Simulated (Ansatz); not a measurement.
# Ti (P6_3/mmc, 2 atoms in the cell): zone-centre modes under pressure

Wanted: Grüneisen parameters and pressure coefficients of the modes of Ti (P6_3/mmc, 2 atoms in the cell).

Program: Ansatz 0.2.0. Level of theory: DFT PBEsol, scalar-relativistic, plane waves, PAW; PAW set soft_1. Results are calculated unless marked as measured.

## 1. Starting point

It takes space group P6_3/mmc (No. 194, hexagonal). The conventional cell has a = 2.950 Å, b = 2.950 Å, c = 4.680 Å, α = 90.00°, β = 90.00°, γ = 120.00°. Nearest to Ti lie 12 Ti at 2.89 to 2.95 Å.

## 2. Relaxation

The cell and atoms are relaxed, since residual forces and stress would shift the frequencies.

input.yaml

```yaml
crystal:
  lattice:
    - [2.95, 0.0, 0.0]
    - [-1.475, 2.5547749412, 0.0]
    - [0.0, 0.0, 4.68]
  atoms:
    - { symbol: Ti, position: [0.33333333, 0.66666667, 0.25] }
    - { symbol: Ti, position: [0.66666667, 0.33333333, 0.75] }
kpoints:
  mp_grid: { grid: [18, 18, 10] }
hamiltonian:
  xc: pbesol
  pseudopotentials: { kind: paw, azcp: { folder: soft_1 }, xc_functional: pbe }
scf:
  occupations: { method: gaussian, width: 0.1 }
output:
  forces: true
  stress: true
  eigenvalues: true
  write_density: true
  write_potential: true
  elf: true
  volumetric_format: npy
relax:
  adjacent_minimum: "off"
  f_tol: 0.005
  max_steps: 80
  cell: { stress_tol: 0.05 }
```

Launch:

```bash
$ ansatz run input.yaml --threads 4 --pin off --max-ram 10240MiB --backend cpu --events-out ev --progress --plain --runs-dir out
```

Numbers of over 12 decimals in the logs are rounded to 6 here.

Log:

```text
Engine: ansatz 0.2.0, x86_64-unknown-linux-gnu
Pseudopotentials: kind: paw
Pseudopotential: Ti, paw, valence charge 12, recommended cutoff 420 eV (normal), soft_1/Ti.paw.azcp
Functional definition: PBEsol
  exchange = pbesol_x
  correlation = pbesol_c
Crystal: 2 atoms, lattice volume = 35.271 Å³
Basis set: ecut = 420 eV, 687 PW (Γ), exchange–correlation on 40×40×64 points (8 copies of the dense FFT grid, shifted against one another)
Bands: 16, of which v1, the nominal top of the filled ones, is band 12 counted from 1 (11 counted from 0)
Symmetry: 24 space group operations
Space group: P63/mmc (ITA 194), of the structure as read, at distance tolerance 3.3e-5 Å
k-points: 222 of 3240
Non-local potential: Ti, projectors of the file, l = 0: 3, l = 1: 2, l = 2: 3, l = 3: 1
PAW form: soft (Blöchl's): semilocal exchange-correlation on the pseudo side does not see the compensation charge
PAW frozen core: Ti, regenerated for the run's functional, and the local potential with it (the file was generated under x = pbe(κ = 0.804, μ = 0.219515), c = pbe(β = 0.066725))
PAW one-centre angular grid: Ti, 590 points (default); XC on 64 Gauss nodes
Initial density: superposition of atomic densities (chi_scale 0.1, normalization cell)
Initial wavefunctions: pseudopotential atomic-orbital guess
Functional: x = pbesol(κ = 0.804, μ = 0.123457), c = pbesol(β = 0.046)
SCF iter   1: F=—  HF=-4948.262161 eV  |F-HF|=—  |Δ(HF+E_count)|=         —  Δρ=6.41e-2  dr2=1.51e0  ethr=3.10e-3  ⟨swp⟩=3.3  Hψ=13850  notcnv=0
preconditioner: auto → none  [metal: Δε(μ)=0.005 eV  Ē_g=3.139 eV  σ=0.100 eV  W_gap=0.03  n_scr=8 (ndim 8)  ℏωp=17.7 eV  f_vac=0.000  D(μ)=1.62/eV (n_scr^D=22)  sad-step TF]
SCF iter   2: F=—  HF=-4947.893004 eV  |F-HF|=—  |Δ(HF+E_count)|=   3.69e-1  Δρ=3.16e-2  dr2=3.95e-1  ethr=3.10e-3  ⟨swp⟩=2.5  Hψ=7254  notcnv=0  defer=12
SCF iter   3: F=—  HF=-4947.770102 eV  |F-HF|=—  |Δ(HF+E_count)|=   1.23e-1  Δρ=1.88e-3  dr2=6.01e-4  ethr=1.65e-3  ⟨swp⟩=2.2  Hψ=5557  notcnv=0  defer=12
SCF iter   4: F=—  HF=-4947.770751 eV  |F-HF|=—  |Δ(HF+E_count)|=   6.49e-4  Δρ=2.23e-4  dr2=1.03e-5  ethr=2.50e-6  ⟨swp⟩=2.2  Hψ=7220  notcnv=0  defer=12
SCF iter   5: F=—  HF=-4947.770786 eV  |F-HF|=—  |Δ(HF+E_count)|=   3.50e-5  Δρ=5.10e-5  dr2=6.14e-7  ethr=4.27e-8  ⟨swp⟩=2.0  Hψ=4417  notcnv=0  defer=12
SCF iter   6: F=-4947.770786 eV  HF=-4947.770786 eV  |F-HF|=7.25e-9  |Δ(HF+E_count)|=   2.19e-7  Δρ=7.06e-6  dr2=9.96e-9  ethr=4.17e-10  ⟨swp⟩=8.2  Hψ=22867  notcnv=0
SCF 1 converged in 6 iterations: F = -4947.770786 eV  dr2 = 9.96e-9
  greatest PAW one-centre occupation: 0.999 electrons in one spin orbital (limit 2), on the Ti atom at site 1 (counted from 0), in its partial waves of l = 0
relax step   1: F+E_penalty+E_count = -4947.77078614 eV  Δ(F+E_penalty+E_count) = +0.000e0 eV  max|allowed force component| = 1.295e-16 eV/Å  Δτ_max = 0.0000 Å  P = -5.821 GPa  Ω = 35.271 Å³  (6 SCF iters, dr2 threshold 1.00e-7 eV, accepted)
Crystal: 2 atoms, lattice volume = 31.222 Å³
Basis set: ecut = 420 eV, 615 PW (Γ), exchange–correlation on 40×40×64 points (8 copies of the dense FFT grid, shifted against one another)
Initial density: handed on by an earlier stage of this run
Initial wavefunctions: those handed on with the density
iter 1 solved again at ethr=2.94e-5 eV; its pass at ethr=3.10e-3 eV (dr2=7.06e-3 eV) is discarded
SCF iter   1: F=—  HF=-4947.744544 eV  |F-HF|=—  |Δ(HF+E_count)|=         —  Δρ=4.90e-3  dr2=7.17e-3  ethr=2.94e-5  ⟨swp⟩=1.0  Hψ=23276  notcnv=0
preconditioner: auto → none  [metal: Δε(μ)=0.004 eV  Ē_g=3.116 eV  σ=0.100 eV  W_gap=0.02  n_scr=8 (ndim 8)  ℏωp=18.8 eV  f_vac=0.000  D(μ)=1.73/eV (n_scr^D=22)]
SCF iter   2: F=—  HF=-4947.744631 eV  |F-HF|=—  |Δ(HF+E_count)|=   8.73e-5  Δρ=1.90e-3  dr2=4.13e-4  ethr=2.94e-5  ⟨swp⟩=3.0  Hψ=6445  notcnv=0
SCF iter   3: F=—  HF=-4947.745419 eV  |F-HF|=—  |Δ(HF+E_count)|=   7.88e-4  Δρ=5.50e-4  dr2=3.31e-5  ethr=1.72e-6  ⟨swp⟩=2.0  Hψ=4435  notcnv=0
SCF iter   4: F=—  HF=-4947.745528 eV  |F-HF|=—  |Δ(HF+E_count)|=   1.09e-4  Δρ=5.07e-5  dr2=8.16e-7  ethr=1.38e-7  ⟨swp⟩=2.0  Hψ=4451  notcnv=0
iter 5 did not close the SCF: its close was put off for the readings that it lacked (scf_convergence_deferred on its scf_iter line)
SCF iter   5: F=-4947.745528 eV  HF=-4947.745528 eV  |F-HF|=5.69e-9  |Δ(HF+E_count)|=   2.26e-7  Δρ=6.41e-6  dr2=7.36e-9  ethr=3.40e-9  ⟨swp⟩=2.0  Hψ=4316  notcnv=0
SCF iter   6: F=-4947.745528 eV  HF=-4947.745528 eV  |F-HF|=2.09e-11  |Δ(HF+E_count)|=   3.52e-9  Δρ=3.44e-7  dr2=1.49e-11  ethr=3.07e-11  ⟨swp⟩=3.8  Hψ=16910  notcnv=0
SCF 2 converged in 6 iterations: F = -4947.745528 eV  dr2 = 1.49e-11
relax step   2: F+E_penalty+E_count = -4947.74552807 eV  Δ(F+E_penalty+E_count) = +2.526e-2 eV  max|allowed force component| = 5.551e-17 eV/Å  Δτ_max = 0.0000 Å  P = +9.234 GPa  Ω = 31.222 Å³  energy of the carried Pulay correction = +6.258e-4 eV  (6 SCF iters, dr2 threshold 2.00e-7 eV, rejected (line search))
Crystal: 2 atoms, lattice volume = 33.590 Å³
Basis set: ecut = 420 eV, 639 PW (Γ), exchange–correlation on 40×40×64 points (8 copies of the dense FFT grid, shifted against one another)
iter 1 solved again at ethr=1.04e-5 eV; its pass at ethr=3.10e-3 eV (dr2=2.49e-3 eV) is discarded
SCF iter   1: F=—  HF=-4947.805054 eV  |F-HF|=—  |Δ(HF+E_count)|=         —  Δρ=2.79e-3  dr2=2.56e-3  ethr=1.04e-5  ⟨swp⟩=1.0  Hψ=23183  notcnv=0
preconditioner: auto → none  [metal: Δε(μ)=0.022 eV  Ē_g=2.895 eV  σ=0.100 eV  W_gap=0.12  n_scr=8 (ndim 8)  ℏωp=18.1 eV  f_vac=0.000  D(μ)=1.86/eV (n_scr^D=22)]
SCF iter   2: F=—  HF=-4947.805240 eV  |F-HF|=—  |Δ(HF+E_count)|=   1.86e-4  Δρ=1.17e-3  dr2=1.73e-4  ethr=1.04e-5  ⟨swp⟩=3.0  Hψ=6451  notcnv=0
SCF iter   3: F=—  HF=-4947.805549 eV  |F-HF|=—  |Δ(HF+E_count)|=   3.10e-4  Δρ=3.15e-4  dr2=1.31e-5  ethr=7.20e-7  ⟨swp⟩=2.0  Hψ=4316  notcnv=0
SCF iter   4: F=—  HF=-4947.805594 eV  |F-HF|=—  |Δ(HF+E_count)|=   4.44e-5  Δρ=3.13e-5  dr2=3.46e-7  ethr=5.44e-8  ⟨swp⟩=2.0  Hψ=4457  notcnv=0
SCF iter   5: F=—  HF=-4947.805595 eV  |F-HF|=—  |Δ(HF+E_count)|=   7.94e-7  Δρ=4.21e-6  dr2=3.47e-9  ethr=1.44e-9  ⟨swp⟩=2.0  Hψ=4313  notcnv=0
SCF iter   6: F=—  HF=-4947.805594 eV  |F-HF|=—  |Δ(HF+E_count)|=   1.80e-9  Δρ=2.08e-7  dr2=4.57e-12  ethr=1.00e-12  ⟨swp⟩=3.6  Hψ=16534  notcnv=0
SCF iter   7: F=-4947.805594 eV  HF=-4947.805594 eV  |F-HF|=9.09e-13  |Δ(HF+E_count)|=  1.09e-11  Δρ=3.73e-8  dr2=3.47e-13  ethr=1.00e-12  ⟨swp⟩=4.1  Hψ=12109  notcnv=0
SCF 3 converged in 7 iterations: F = -4947.805594 eV  dr2 = 3.47e-13
relax step   3: F+E_penalty+E_count = -4947.80559450 eV  Δ(F+E_penalty+E_count) = -3.481e-2 eV  max|allowed force component| = 5.181e-16 eV/Å  Δτ_max = 0.0000 Å  P = -0.551 GPa  Ω = 33.590 Å³  energy of the carried Pulay correction = +2.512e-4 eV  (7 SCF iters, accepted)
[...]
relax step   4: F+E_penalty+E_count = -4947.80590258 eV  Δ(F+E_penalty+E_count) = -3.081e-4 eV  max|allowed force component| = 1.480e-16 eV/Å  Δτ_max = 0.0000 Å  P = +0.042 GPa  Ω = 33.423 Å³  energy of the carried Pulay correction = +2.768e-4 eV  (6 SCF iters, dr2 threshold 2.00e-7 eV, accepted)
[...]
relax step   5: F+E_penalty+E_count = -4947.80590435 eV  Δ(F+E_penalty+E_count) = -1.773e-6 eV  max|allowed force component| = 5.967e-16 eV/Å  Δτ_max = 0.0000 Å  P = +0.003 GPa  Ω = 33.434 Å³  energy of the carried Pulay correction = +2.751e-4 eV  (6 SCF iters, accepted)
Initial wavefunctions: pseudopotential atomic-orbital guess (no wavefunctions were taken with the density)
iter 1 solved again at ethr=6.22e-10 eV; its pass at ethr=3.10e-3 eV (dr2=1.49e-7 eV) is discarded
SCF iter   1: F=—  HF=-4947.805555 eV  |F-HF|=—  |Δ(HF+E_count)|=         —  Δρ=3.72e-5  dr2=4.54e-8  ethr=6.22e-10  ⟨swp⟩=3.0  Hψ=24757  notcnv=0
preconditioner: auto → none  [metal: Δε(μ)=0.017 eV  Ē_g=2.922 eV  σ=0.100 eV  W_gap=0.09  n_scr=8 (ndim 8)  ℏωp=18.2 eV  f_vac=0.000  D(μ)=1.82/eV (n_scr^D=22)]
SCF iter   2: F=—  HF=-4947.805550 eV  |F-HF|=—  |Δ(HF+E_count)|=   4.39e-6  Δρ=1.95e-5  dr2=2.13e-8  ethr=1.89e-10  ⟨swp⟩=2.1  Hψ=5918  notcnv=0
SCF iter   3: F=—  HF=-4947.805550 eV  |F-HF|=—  |Δ(HF+E_count)|=   2.39e-8  Δρ=3.89e-6  dr2=4.56e-9  ethr=8.87e-11  ⟨swp⟩=2.0  Hψ=4436  notcnv=0
SCF iter   4: F=—  HF=-4947.805550 eV  |F-HF|=—  |Δ(HF+E_count)|=   1.55e-9  Δρ=5.64e-7  dr2=4.43e-11  ethr=1.90e-11  ⟨swp⟩=2.0  Hψ=5615  notcnv=0
iter 5 did not close the SCF: its close was put off for the readings that it lacked (scf_convergence_deferred on its scf_iter line)
SCF iter   5: F=-4947.805550 eV  HF=-4947.805550 eV  |F-HF|=0.00e0  |Δ(HF+E_count)|=  1.36e-11  Δρ=4.52e-8  dr2=2.69e-13  ethr=1.00e-12  ⟨swp⟩=1.0  Hψ=3552  notcnv=0
SCF iter   6: F=-4947.805550 eV  HF=-4947.805550 eV  |F-HF|=9.09e-13  |Δ(HF+E_count)|=  1.82e-12  Δρ=1.40e-8  dr2=1.32e-14  ethr=1.00e-12  ⟨swp⟩=2.8  Hψ=11116  notcnv=0
SCF 6 converged in 6 iterations: F = -4947.805550 eV  dr2 = 1.32e-14
relax step   6: F+E_penalty+E_count = -4947.80555042 eV  Δ(F+E_penalty+E_count) = +3.539e-4 eV  max|allowed force component| = 6.384e-16 eV/Å  Δτ_max = 0.0000 Å  P = +0.017 GPa  Ω = 33.434 Å³  stress off target by 2.56e-2 GPa  SCF on the basis re-selected at this cell (its energy is not comparable with the rows above)  (6 SCF iters)
basis re-selected at this cell: Δ(F+E_penalty+E_count) = +3.539e-4 eV, ΔP = +0.014 GPa vs the last step (what re-selecting the basis moved, of the pressure what is left beyond the Pulay correction that the steps carried, after the strain that the cell walked since its last selection, with what the two solves' SCF thresholds leave and, on support functions, any second-order correction that the steps lacked; it is no m [...]
SCF converged after 6 iterations
Free energy (F): -4947.805550 eV
Harris-Foulkes:  -4947.805550 eV  (|F-HF|=9.09e-13)
Internal energy: -4947.796442 eV  (E = F + TS)
E sigma→0 (E₀):  -4947.800996 eV
Entropy (-TS):   -0.009108 eV (-4.554 meV/atom)
Fermi energy:    13.778574 eV
--- Per-component energies (eV) ---
  E_band       = -302.256862
  E_kinetic    = 563.560336
  E_local      = -1704.529952  (includes V_loc(G=0)·N_el)
  E_nonlocal   = 123.834436
  E_hartree    = 676.495830
  E_xc         = -230.855520
  E_vxc        = -290.443844  (∫ρ·V_xc dr)
  E_paw        = -2034.759862  (= ΣΔE_a)
  E_vpaw       = -347.669339  (= ΣTr[D̂ρ^β])
  E_aug_tail   = -0.000162  (compensation charges beyond the density's cutoff)
  E_ewald      = -2341.820317
  E_core_change = 0.278769  (= ΣΔE_core)
  E_smearing   = -0.009108  (= −TS)
  E_closure    = -0.000000  (closes the sum)
  Σ components = -4947.805550   (vs F -4947.805550, Δ=0.00e0)
--- Forces (eV/Å), atoms counted from 1 ---
  atom   1  Ti     0.00000000     0.00000000    -0.00000000
  atom   2  Ti     0.00000000    -0.00000000     0.00000000
  max |Σ_I F_I| component: 7.40e-17 eV/Å
--- Stress (GPa, compression-positive) ---
        0.025646      -0.000000      -0.000000
       -0.000000       0.025646       0.000000
       -0.000000       0.000000       0.000178
  P = ⅓ Tr σ = 0.0172 GPa (0.172 kbar)
--- Band table (eV; the first three rows and the last of 222) ---
  k-point 0: bands = [... 8 lower, 7.5004, 10.9851, 14.5655, 14.5655, 14.6518, 14.6996, 15.0986, 15.0986]
  k-point 1: bands = [... 8 lower, 7.5881, 10.9497, 14.4944, 14.5195, 14.5195, 14.6497, 15.0483, 15.0483]
  k-point 2: bands = [... 8 lower, 7.8460, 10.8125, 14.1486, 14.4372, 14.4372, 14.5082, 14.9177, 14.9177]
  k-point 221: bands = [... 8 lower, 12.4662, 12.4662, 12.6323, 12.6323, 13.5745, 13.5745, 15.5190, 15.5190]
--- Relaxed structure (5 steps of the walk, 4 accepted, 1 SCFs on fresh bases) ---
  F+E_penalty+E_count = -4947.80555042 eV   max|allowed force component| = 6.384e-16 eV/Å   (the final SCF, on the basis selected at the relaxed cell)
  cell:  # Å, volume = 33.4341 Å³
    - [2.900008, 0, 0]
    - [-1.450004, 2.511481, -1.7050209141383032e-18]
    - [0, -3.123366269780027e-18, 4.590513]
  atoms:
    - { symbol: Ti, position: [0.333333, 0.666667, 0.250000] }
    - { symbol: Ti, position: [0.666667, 0.333333, 0.750000] }
```

Elapsed: 5.7 s, on 4 threads of INTEL XEON PLATINUM 8581C at 2.30GHz (Emerald Rapids), shared host; peak memory 0.5 GiB; 21 s of CPU time.

Step by step:

| step | energy less that of the first step (eV) | largest force component (eV/Å) | pressure (GPa) | volume (Å³) |
| --- | --- | --- | --- | --- |
| 1 | 0.0000 | 0.0000 | -5.82 | 35.27 |
| 2 | 0.0253 | 0.0000 | 9.23 | 31.22 |
| 3 | -0.0348 | 0.0000 | -0.55 | 33.59 |
| 4 | -0.0351 | 0.0000 | 0.04 | 33.42 |
| 5 | -0.0351 | 0.0000 | 0.00 | 33.43 |
| 6* | -0.0348 | 0.0000 | 0.02 | 33.43 |

Relaxation steps marked * repeat the geometry before them on a plane-wave basis chosen anew for their cell, so energy and pressure can jump there. Relaxation step 2 was tried and not accepted.

The run keeps the 24 symmetry operations that it works with, so distortions that break them were not tested.

| conventional cell, symmetrised | before | after | change |
| --- | --- | --- | --- |
| a (Å) | 2.950 | 2.900 | -1.7 % |
| b (Å) | 2.950 | 2.900 | -1.7 % |
| c (Å) | 4.680 | 4.591 | -1.9 % |
| volume (Å³/atom) | 17.64 | 16.72 | -5.2 % |

The relaxed structure:

```xyz
2
Lattice="2.9000 0.0000 0.0000 -1.4500 2.5115 0.0000 0.0000 0.0000 4.5905" Properties=species:S:1:pos:R:3 pbc="T T T"
Ti    0.0000    1.6743    1.1476
Ti    1.4500    0.8372    3.4429
```

Numbers from this step:

```
pressure          : 0.01716 GPa
volume per atom   : 16.72 Å³
gap on the k-mesh : 0 eV
```

Valence density in the ac plane at fractional y = 0.333, with atoms of Ti within 0.2 Å of it. It is the smooth field of the valence electrons, not physical close to the nuclei.

Values in e/Å³, 22 rows by 15 columns, each cell a mean:
```
 0  0  0  0  0  0  0  0  0  0  1  0  0  0  0
 0  0  0  0  0  0  0  1  1  1  2  1  1  1  0
 0  0  0  0  0  0  0  1  3  4  5  4  3  1  0
 0  0  0  0  0  0  1  2  5  8  9  8  5  2  1
 0  0  0  0  0  0  1  3  7 10 12 10  7  3  1
 0  0  0  0  0  0  1  3  7 10 12 10  7  3  1
 0  0  0  0  0  0  1  2  5  8  9  8  5  2  1
 0  0  0  0  0  0  1  1  3  4  5  4  3  1  1
 0  0  0  0  0  0  0  1  1  2  2  2  1  1  0
 0  0  0  0  0  0  0  0  0  1  1  1  0  0  0
 0  0  0  0  0  0  0  0  0  0  0  0  0  0  0
 0  0  0  0  0  0  0  0  0  0  0  0  0  0  0
 0  0  0  0  0  0  0  0  0  0  0  0  0  0  0
 0  0  0  0  0  0  0  0  0  0  0  0  0  0  0
 0  0  1  1  0  0  0  0  0  0  0  0  0  0  0
 0  1  1  1  1  0  0  0  0  0  0  0  0  0  0
 0  1  1  1  1  0  0  0  0  0  0  0  0  0  0
 0  0  1  1  0  0  0  0  0  0  0  0  0  0  0
 0  0  0  0  0  0  0  0  0  0  0  0  0  0  0
 0  0  0  0  0  0  0  0  0  0  0  0  0  0  0
 0  0  0  0  0  0  0  0  0  0  0  0  0  0  0
 0  0  0  0  0  0  0  0  0  0  0  0  0  0  0
```
Columns run along a (2.9 Å), rows up along c (4.6 Å). Atoms in or near the plane, at fractional coordinates: Ti at (0.67, 0.75).

Electrostatic potential energy in the ac plane at fractional y = 0.333, with atoms of Ti within 0.2 Å of it. With pseudopotentials it is smooth inside the atoms' cores, unlike the true potential.

Ten even steps from '_' (-28 eV) to '@' (15 eV):
```
@@@@@@@@@@@@@@%%##******##%%@@
@@@@@@@@@@@@%%**==--::--==**%%
%%@@@@@@@@%%**--..______..--**
##@@@@@@@@##==..__________..==
**%%@@@@%%**--..__________..--
**%%@@@@%%**--______________--
##%%@@@@%%##--..__________..--
%%@@@@@@@@%%++::________..::++
%%@@@@@@@@%%##==::......::==##
@@@@@@@@@@@@%%##**++==++**##%%
@@@@@@@@@@@@@@%%%%%%##%%%%%%@@
@@@@@@@@@@@@@@@@@@@@@@@@@@@@@@
@@@@@@@@@@@@@@@@@@@@@@@@@@@@@@
%%%%%%%%%%%%@@@@@@@@@@@@@@@@@@
%%##****##%%%%@@@@@@@@@@@@@@%%
##++++++++##%%@@@@@@@@@@@@@@%%
**++====++**%%@@@@@@@@@@@@@@%%
**++====++**%%@@@@@@@@@@@@@@%%
##**++++**##%%@@@@@@@@@@@@@@%%
%%########%%@@@@@@@@@@@@@@@@@@
@@%%%%%%%%@@@@@@@@@@@@@@@@@@@@
@@@@@@@@@@@@@@@@@@@@@@@@@@@@@@
@@@@@@@@@@@@@@@@@@%%%%%%@@@@@@
```
Columns run along a (2.9 Å; values clipped at the 3rd and 97th percentile), rows up along c (4.6 Å). Atoms in or near the plane, at fractional coordinates: Ti at (0.67, 0.75).

ELF in the ac plane at fractional y = 0.333, with atoms of Ti within 0.2 Å of it. It is the smooth field of the valence electrons, not physical close to the nuclei.

Values, 22 rows by 15 columns, each cell a mean:
```
0.25 0.39 0.47 0.47 0.39 0.25 0.15 0.12 0.15 0.21 0.25 0.21 0.15 0.12 0.15
0.15 0.31 0.45 0.45 0.31 0.15 0.11 0.19 0.36 0.51 0.56 0.51 0.36 0.19 0.11
0.12 0.21 0.37 0.37 0.21 0.11 0.18 0.42 0.63 0.72 0.74 0.72 0.63 0.42 0.18
0.13 0.16 0.29 0.29 0.16 0.13 0.34 0.63 0.73 0.72 0.70 0.72 0.73 0.63 0.34
0.16 0.14 0.25 0.25 0.14 0.16 0.45 0.71 0.74 0.67 0.59 0.67 0.74 0.71 0.45
0.16 0.14 0.25 0.25 0.14 0.16 0.45 0.71 0.74 0.66 0.58 0.66 0.74 0.71 0.45
0.13 0.16 0.29 0.29 0.16 0.13 0.34 0.62 0.72 0.72 0.69 0.72 0.72 0.62 0.34
0.12 0.22 0.37 0.37 0.21 0.12 0.19 0.43 0.62 0.71 0.73 0.70 0.62 0.43 0.19
0.16 0.31 0.45 0.44 0.31 0.16 0.12 0.21 0.38 0.52 0.56 0.51 0.38 0.21 0.12
0.25 0.37 0.46 0.46 0.37 0.24 0.15 0.13 0.18 0.25 0.29 0.25 0.18 0.13 0.15
0.30 0.34 0.37 0.37 0.34 0.30 0.25 0.22 0.21 0.22 0.23 0.22 0.21 0.22 0.25
0.25 0.22 0.21 0.21 0.22 0.25 0.29 0.35 0.39 0.42 0.43 0.42 0.39 0.35 0.30
0.16 0.13 0.12 0.12 0.13 0.16 0.24 0.38 0.52 0.60 0.62 0.60 0.52 0.38 0.24
0.12 0.12 0.14 0.14 0.12 0.12 0.18 0.33 0.54 0.67 0.71 0.67 0.54 0.33 0.18
0.13 0.18 0.23 0.23 0.18 0.13 0.15 0.28 0.51 0.68 0.72 0.68 0.51 0.28 0.15
0.16 0.25 0.32 0.32 0.25 0.16 0.14 0.25 0.48 0.67 0.72 0.67 0.48 0.25 0.14
0.16 0.25 0.33 0.33 0.25 0.16 0.14 0.25 0.48 0.67 0.72 0.67 0.48 0.25 0.14
0.13 0.18 0.24 0.24 0.18 0.13 0.15 0.27 0.51 0.68 0.72 0.68 0.51 0.27 0.14
0.12 0.12 0.14 0.14 0.12 0.12 0.17 0.33 0.54 0.67 0.71 0.67 0.54 0.33 0.17
0.15 0.12 0.11 0.11 0.12 0.15 0.24 0.39 0.53 0.62 0.64 0.62 0.53 0.39 0.24
0.25 0.21 0.20 0.20 0.21 0.25 0.31 0.37 0.41 0.43 0.44 0.43 0.41 0.37 0.30
0.31 0.35 0.37 0.37 0.35 0.31 0.27 0.23 0.21 0.20 0.21 0.20 0.21 0.23 0.27
```
Columns run along a (2.9 Å), rows up along c (4.6 Å). Atoms in or near the plane, at fractional coordinates: Ti at (0.67, 0.75).

In this step the volume went from 17.64 to 16.72 Å³/atom.

## 3. Tight relaxation

Phonons need small forces and stress, so the relaxation is finished with tight tolerances on 18×18×12 k points.

input.yaml

```yaml
crystal:
  lattice:
    - [2.9000080257, 0.0, 0.0]
    - [-1.4500040128, 2.5114806214, 0.0]
    - [0.0, 0.0, 4.5905126076]
  atoms:
    - { symbol: Ti, position: [0.3333333333, 0.6666666667, 0.25] }
    - { symbol: Ti, position: [0.6666666667, 0.3333333333, 0.75] }
kpoints:
  mp_grid: { grid: [18, 18, 12] }
hamiltonian:
  xc: pbesol
  pseudopotentials: { kind: paw, azcp: { folder: soft_1 }, xc_functional: pbe }
scf:
  occupations: { method: methfessel_paxton, width: 0.2 }
output:
  forces: true
  stress: true
  eigenvalues: true
relax:
  adjacent_minimum: "off"
  f_tol: 0.001
  max_steps: 60
  cell: { stress_tol: 0.01 }
```

Log:

```text
[...]
Crystal: 2 atoms, lattice volume = 33.434 Å³
Basis set: ecut = 420 eV, 627 PW (Γ), exchange–correlation on 40×40×64 points (8 copies of the dense FFT grid, shifted against one another)
Bands: 16, of which v1, the nominal top of the filled ones, is band 12 counted from 1 (11 counted from 0)
Symmetry: 24 space group operations
[...]
k-points: 259 of 3888
[...]
k-point 258: bands = [... 8 lower, 12.4665, 12.4665, 12.6322, 12.6322, 13.5761, 13.5761, 15.5206, 15.5206]
--- Relaxed structure (3 steps of the walk, 3 accepted, 1 SCFs on fresh bases) ---
[...]
cell:  # Å, volume = 33.4312 Å³
    - [2.900442, -2.8871843966257653e-11, 0.0]
    - [-1.450221, 2.511856, 0.0]
    - [0.0, 0.0, 4.588740]
  atoms:
    - { symbol: Ti, position: [0.333333, 0.666667, 0.250000] }
    - { symbol: Ti, position: [0.666667, 0.333333, 0.75] }
[key lines of the parts left out:]
SCF converged after 4 iterations
Free energy (F): -4947.798770 eV
Fermi energy:    13.784615 eV
P = ⅓ Tr σ = -0.0049 GPa (-0.049 kbar)
```

Elapsed: 3.5 s, on 4 threads; peak memory 0.5 GiB.

Little changed from the start: no atom moved by 0.005 Å and no cell edge by 0.1 %.

This step gave:

| Quantity | Value |
| --- | --- |
| pressure | -0.004890 GPa |

The forces vanish by symmetry and the pressure is -0.005 GPa, within the tolerances set. The cell now holds 16.72 Å³/atom.

[end of part 1 of 2]

[Logs are printed without paths, hosts, clocks, repeated set-up lines and the standing remarks that a program may print on its own settings, such as how far it seeks lower states.]

[Hosts, paths, dates, database ids (printed as entryN), source tags and the programs' standing remarks are cut or masked in the printed files.]
